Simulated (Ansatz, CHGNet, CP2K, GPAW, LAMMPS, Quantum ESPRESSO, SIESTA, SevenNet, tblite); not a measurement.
**tblite on glassy 40SiO2-28Al2O3-16Li2O-16SrO (mol %) (85 atoms): settings against a plane-wave reference**

Wanted: tblite inputs and outputs for glassy 40SiO2-28Al2O3-16Li2O-16SrO (mol %) (85 atoms), checked against a plane-wave reference.

Main program and level: tblite 0.8.0; the method is named at each step.

**1. Starting point**

The cell holds 85 atoms: 10 Si, 14 Al, 8 Li, 4 Sr and 49 O. Cell: a = 10.152 Å, b = 10.152 Å, c = 10.152 Å, α = 90.0°, β = 90.0°, γ = 90.0°. 85 atoms (10 Si, 14 Al, 8 Li, 4 Sr, 49 O) placed at random at 2.93 g/cm³, melted at 4000 K for 10 ps at fixed volume with the Morse and Coulomb pair potential with partial charges (Pedone, Malavasi, Menziani, Cormack and Segre, J. Phys. Chem. B 110, 11780 (2006)). Quenched from 4000 K to 300 K at 6 K/ps and fixed volume, held 5 ps, then minimised at fixed cell.

The yardstick, on the same geometry:

* method: Kohn-Sham DFT, PBE, SSSP efficiency 1.3.0 pseudopotentials, plane waves (Quantum ESPRESSO 7.5); sssp-pbe-1.3.0-efficiency, cutoffs 60/480 Ry, Γ point
* r.m.s. force component: 0.7583 eV/Å
* longest force: 3.052 eV/Å
* pressure: 4.618 GPa
* gap (highest filled to lowest empty level): 3.671 eV
* time: 2.4 min on 4 MPI ranks of Arm Neoverse V2, shared host
* CPU time: 9.5 min

**2. IPEA1-xTB**

Method: IPEA1-xTB tight binding, diagonalisation.

Contents of run.py:

```python
import numpy as np
from ase.io import read
from tblite.ase import TBLite

atoms = read("structure.xyz")
atoms.calc = TBLite(method="IPEA1-xTB", electronic_temperature=580, accuracy=1.0, max_iterations=250, mixer_damping=0.4, verbosity=1)
energy = atoms.get_potential_energy()
forces = atoms.get_forces()
print(f"energy {energy:.6f} eV")
print("forces (eV/A)")
for i, (a, f) in enumerate(zip(atoms, forces)):
    print(f"{i:4d} {a.symbol:2s} {f[0]:10.5f} {f[1]:10.5f} {f[2]:10.5f}")
stress = -atoms.get_stress(voigt=False) * 160.21766
print("stress (GPa, compression positive)")
for row in stress:
    print(" ".join(f"{x:10.4f}" for x in row))
print("charges (e)")
print(np.array2string(atoms.get_charges(), precision=4, suppress_small=True, max_line_width=110, threshold=100000))
```

Contents of structure.xyz:

```xyz
85
Lattice="10.15170 0.00000 0.00000 0.00000 10.15170 0.00000 0.00000 0.00000 10.15170" Properties=species:S:1:pos:R:3 pbc="T T T"
Si 7.68545 3.29270 7.52860
Si 1.20562 2.93547 6.73068
Si 1.94263 4.67283 1.59026
Si 2.74411 1.22765 8.85137
Si 9.21632 2.13145 2.56635
Si 0.87863 7.43856 8.61930
Si 10.15119 8.09060 2.92247
Si 7.20882 6.08919 6.74885
Si 5.00946 3.45117 9.31500
Si 6.00422 6.84214 2.58635
Al 9.57305 4.74612 9.61792
Al 3.08074 4.13712 4.56380
Al 6.96457 6.42988 9.93222
Al 4.78318 1.68346 3.87815
Al 6.50125 1.59605 1.14075
Al 8.59585 5.26345 2.19003
Al 5.74698 9.57762 5.93458
Al 4.47243 6.77372 5.19534
Al 2.27611 1.76193 1.82568
Al 3.78070 6.43486 9.83649
Al 9.53214 8.32054 6.09985
Al 7.40648 9.74898 3.22164
Al 8.79797 1.18734 5.59511
Al 6.04077 9.06171 9.25855
Li 2.45752 5.69114 7.24730
Li 2.66797 6.89605 2.89060
Li 9.09724 8.16582 0.53784
Li 1.11760 9.66614 0.89680
Li 4.66745 4.04474 1.96019
Li 3.75877 8.35099 7.80818
Li 5.56729 1.43880 7.29501
Li 6.25304 4.56867 4.47081
Sr 2.28880 9.98694 5.54699
Sr 9.09552 0.58230 8.92284
Sr 4.02627 9.24180 1.58803
Sr 10.03140 5.28924 5.02205
O 7.12822 9.46473 4.89982
O 2.80725 5.95661 1.14755
O 4.63466 6.76235 3.42529
O 7.16202 5.85550 3.12297
O 9.48768 9.99496 6.39821
O 8.66265 1.26947 3.83785
O 8.16694 5.31827 0.51337
O 0.01259 8.07629 4.49720
O 6.23071 3.28326 8.24572
O 2.39925 0.88228 0.26628
O 3.25575 5.61267 5.46243
O 1.51281 1.97268 8.01862
O 0.63489 4.45254 0.72158
O 4.40594 8.39292 5.71632
O 5.67226 3.04104 0.60464
O 8.81878 3.44772 8.65595
O 0.59702 1.78132 2.27165
O 8.98537 3.71430 2.86745
O 8.33485 7.09898 6.34187
O 2.40047 6.92417 8.79838
[... 25 atom lines left out ...]
O 5.94473 6.15010 5.81073
O 5.98697 0.34028 0.10081
O 2.41712 2.90785 5.61968
O 3.08277 10.13759 8.00248
```

The run is started by

```
> OMP_NUM_THREADS=1 python run.py > output.txt
```

What it wrote:

```text
------------------------------------------------------------
  cycle        total energy    energy error   density error
------------------------------------------------------------
      1     -267.7721034200  -2.6864013E+02   8.4695246E-01
      2     -276.5140397652  -8.7419363E+00   5.7337316E-01
      3     -273.7976317197   2.7164080E+00   4.5271086E-01
      4     -280.9837698428  -7.1861381E+00   1.6050204E-01
      5     -282.0222060811  -1.0384362E+00   9.4893752E-02
      6     -282.6355248023  -6.1331872E-01   2.2607721E-02
      7     -282.6477834211  -1.2258619E-02   1.3444502E-02
      8     -282.6517773095  -3.9938884E-03   7.0338426E-03
      9     -282.6536751533  -1.8978438E-03   3.3174754E-03
     10     -282.6541728420  -4.9768870E-04   1.1296449E-03
     11     -282.6542499825  -7.7140518E-05   3.2663479E-04
     12     -282.6542518612  -1.8787491E-06   1.9310959E-04
     13     -282.6542533262  -1.4649648E-06   6.7809619E-05
     14     -282.6542536598  -3.3360976E-07   1.9788707E-05
------------------------------------------------------------
 total:                                   5.595 sec
energy -7691.414008 eV
forces (eV/A)
   0 Si    0.06420   -0.34659    0.44314
   1 Si    0.31457   -0.94680   -1.03091
   2 Si    0.69557    0.18680    0.56835
   3 Si   -0.89963    0.26898    0.51280
   4 Si   -0.01262    0.29786   -0.39508
   5 Si    0.11241    0.58602    1.01076
   6 Si    0.69997   -0.54506   -0.97790
   7 Si   -0.22888   -0.80066   -0.21506
   8 Si    0.48399   -0.42916    0.14307
   9 Si   -0.14545   -0.27580    0.07987
  10 Al   -0.26008   -0.46601   -0.05833
  11 Al   -0.12427   -0.28966   -0.41027
  12 Al    0.20854    0.01652    0.89777
  13 Al   -0.01036    0.27419   -0.29030
  14 Al    0.13149   -0.00983   -0.04253
  15 Al   -0.14302    0.56696    0.83215
  16 Al   -0.48039   -0.53534   -0.44541
  17 Al   -0.09320    0.26745   -0.64153
  18 Al    0.01124   -0.55529   -0.26727
  19 Al   -0.09584    0.52466    0.90402
  20 Al    0.33611   -0.41867   -0.03264
  21 Al    0.14300    0.45194   -1.08922
  22 Al    0.20991    0.64482   -0.14207
  23 Al    0.03234    0.08996    0.31155
[...]
77 O    -0.69844    0.04687    0.79469
  78 O    -0.56037   -1.31922   -0.23640
  79 O    -0.84453    0.02158    0.01397
  80 O     0.06767   -1.16316   -0.18929
  81 O    -0.47286   -0.37622   -0.64668
  82 O    -0.09796   -0.39524   -0.01593
  83 O     0.97796   -1.00551   -0.49586
  84 O     0.85601   -2.11621   -1.43856
stress (GPa, compression positive)
   -1.5069    -0.7013     0.3881
   -0.7013     0.6191     1.0364
    0.3881     1.0364     0.3994
charges (e)
[ 0.3942  0.3275  0.3542  0.3674  0.38    0.3399  0.3281  0.3571  0.3897  0.3606  0.3414  0.304   0.379
  0.281   0.3371  0.3345  0.3118  0.2985  0.3113  0.2792  0.3238  0.3523  0.3683  0.293   0.498   0.5073
  0.494   0.46    0.5371  0.495   0.5519  0.5379  0.7963  0.7964  0.7276  0.814  -0.3618 -0.3022 -0.3192
 -0.3038 -0.3581 -0.2667 -0.3275 -0.2955 -0.2187 -0.2986 -0.3843 -0.2228 -0.2697 -0.3693 -0.2884 -0.2624
 -0.2866 -0.279  -0.2621 -0.3185 -0.3034 -0.3605 -0.3852 -0.3002 -0.2316 -0.3821 -0.3121 -0.3162 -0.3792
 -0.3624 -0.2853 -0.3051 -0.3862 -0.2915 -0.2773 -0.3338 -0.3667 -0.2881 -0.3491 -0.3195 -0.2239 -0.2673
 -0.2974 -0.3785 -0.3094 -0.2875 -0.3832 -0.3052 -0.3461]
```

It took 6.1 s on 1 thread of Arm Neoverse V2, shared host; peak memory 0.13 GiB.

Banners, paths, timers and routine set-up lines are dropped from the logs unmarked, and long logs keep their key lines alone; longer cuts are marked.

Numbers from this run, and their distance from the reference:

* r.m.s. force component: 0.7218 eV/Å
* r.m.s. difference of force components: 407.4 meV/Å
* longest difference of force vectors: 1902 meV/Å
* force difference over r.m.s. force: 53.73 %
* slope of forces against the reference's: 0.8088
* correlation of force components: 0.8496
* pressure: -0.1628 GPa
* pressure difference: -4.781 GPa

Length of the force difference by element (eV/Å):

```csv
element,atoms,mean,most
Al,14,0.78,1.9
Li,8,0.45,0.63
O,49,0.47,0.99
Si,10,1.1,1.5
Sr,4,0.74,0.96
```

A closer look about O45, whose charge lies farthest from its element's mean: 10 atoms, nearest first, numbered in the order of the input, with positions taken from that point.

```csv
atom,x,y,z,distance (Å),bonds,Mulliken charge (e),Fx,Fy,Fz (eV/Å)
O45,0.00,0.00,0.00,0.00,3,-0.22,-0.61,-0.02,-0.15
Si1,1.45,0.01,-0.72,1.62,4,0.39,0.06,-0.35,0.44
Si9,-1.22,0.17,1.07,1.63,4,0.39,0.48,-0.43,0.14
Li31,-0.66,-1.84,-0.95,2.18,5,0.55,0.19,0.59,0.62
O79,1.46,-1.38,-1.49,2.50,4,-0.30,-0.56,-1.32,-0.24
O77,-2.28,-0.98,0.62,2.56,3,-0.22,0.67,0.06,-0.33
O51,-0.56,-0.24,2.51,2.58,3,-0.29,-0.24,0.66,0.50
O52,2.59,0.16,0.41,2.63,3,-0.26,0.96,-0.41,0.92
O61,1.57,1.25,-1.75,2.66,3,-0.23,0.56,0.14,-1.65
O71,-1.88,1.60,1.02,2.67,2,-0.28,-0.10,0.42,-0.33
```

Atoms are counted from 1 here, from 0 in the log.

Forces lie 54 % from the reference's, at 0.011 times its CPU time (on 1 against 4 cores).

Further runs of this program without a result: tblite GFN2-xTB (not converged).

**3. Results**

- force difference from the reference: tblite IPEA1-xTB, 54 %
- its CPU time: 6.1 s

**Reading.** Tight binding differs by 54 % (tblite IPEA1-xTB); it is another model, with fitted parameters of its own, and the xTB methods hold dispersion. IPEA1-xTB was fitted to ionisation energies and electron affinities, not to forces or charges. One electronic-structure run takes under half the reference's CPU time: tblite IPEA1-xTB, at 54 % in 6.1 s against 9.5 min; its pressure misses by -4.8 GPa. Periodic xTB results under one method name differ between programs and library versions. The reference's pressure holds the uncorrected Pulay stress of its 60 Ry basis, so small pressure differences, and their order, may be the reference's own error. The quench rate of 6 K/ps is many orders above laboratory rates, so the cell is likely richer in defects and strain than a real sample. The network of bonds at the start is that of the classical potential that made the cell, and needn't be the one that DFT or experiment would give. The reference's pressure of 4.6 GPa belongs to a cell and atoms that aren't relaxed at this level. The electronic-structure runs sample only Γ, in a cell whose shortest periodic width is 10 Å.

[Also dropped from logs without a mark: logging warnings of Python, and SIESTA's first energy breakdown and zero terms.]

[Logs are printed without paths, hosts, clocks, repeated set-up lines and the standing remarks that a program may print on its own settings, such as how far it seeks lower states.]

[Hosts, paths, dates, database ids (printed as entryN), source tags and the programs' standing remarks are cut or masked in the printed files.]
